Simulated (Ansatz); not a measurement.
Planning a run of Ansatz 0.2.0 on C3N (honeycomb, ordered). The input:

```yaml
crystal:
  lattice:
    - [4.8594418736, 0.0, 0.0]
    - [-2.4297209368, 4.2084001108, 0.0]
    - [0.0, 0.0, 23.2]
  atoms:
    - { symbol: "N", position: [0.3333333333, 0.6666666667, 0.5] }
    - { symbol: "N", position: [0.6666666667, 0.3333333333, 0.5] }
    - { symbol: C, position: [0.1666506101, 0.3333012201, 0.5] }
    - { symbol: C, position: [0.3333012201, 0.1666506101, 0.5] }
    - { symbol: C, position: [0.1666506101, 0.8333493899, 0.5] }
    - { symbol: C, position: [0.8333493899, 0.1666506101, 0.5] }
    - { symbol: C, position: [0.6666987799, 0.8333493899, 0.5] }
    - { symbol: C, position: [0.8333493899, 0.6666987799, 0.5] }
  periodic: [true, true, false]
kpoints:
  mp_grid: { grid: [3, 3, 1] }
  band_path:
    path:
      - [0.0, 0.0, 0.0]
      - [0.5, 0.0, 0.0]
      - [0.3333333333, 0.3333333333, 0.0]
      - [0.25, 0.0, 0.0]
    npoints: 1
hamiltonian:
  xc: hse06
  pseudopotentials: { kind: paw, azcp: { folder: soft_1 } }
scf:
  occupations: { method: fixed }
  n_extra_bands: 6
  convergence: { dr2_threshold: 1.0e-10 }
output:
  eigenvalues: true
  write_density: true
  write_potential: true
  elf: true
  volumetric_format: npy
```

```sh
ansatz run input.yaml --threads 4 --pin off --max-ram 17510MiB --backend cpu --events-out ev --progress --plain --runs-dir out
```

**Question.** Estimate wall time and host memory on 4 threads of Arm Neoverse V1, shared host.

It took 51 s; on shared hardware allow 26 s to 1.7 min. Peak host memory was 0.94 GiB. The sizes that set the cost: 9251 plane waves a state, 3 irreducible k points and 16 SCF cycles.

Exact exchange couples every pair of k points and filled bands, so it costs far more than a semilocal run.

[Paths, hosts, dates, memory and timing lines, banners, echoed tables and standing remarks are left out of the program output.]

[Logs are printed without paths, hosts, clocks, repeated set-up lines and the standing remarks that a program may print on its own settings, such as how far it seeks lower states.]

[Runs of the session that timed out or met a known fault of the program may be left out.]

[Cells called generated may have been cut or substituted from an entry of the Crystallography Open Database or the Materials Project.]

[Hosts, paths, dates, database ids (printed as entryN), source tags and the programs' standing remarks are cut or masked in the printed files.]
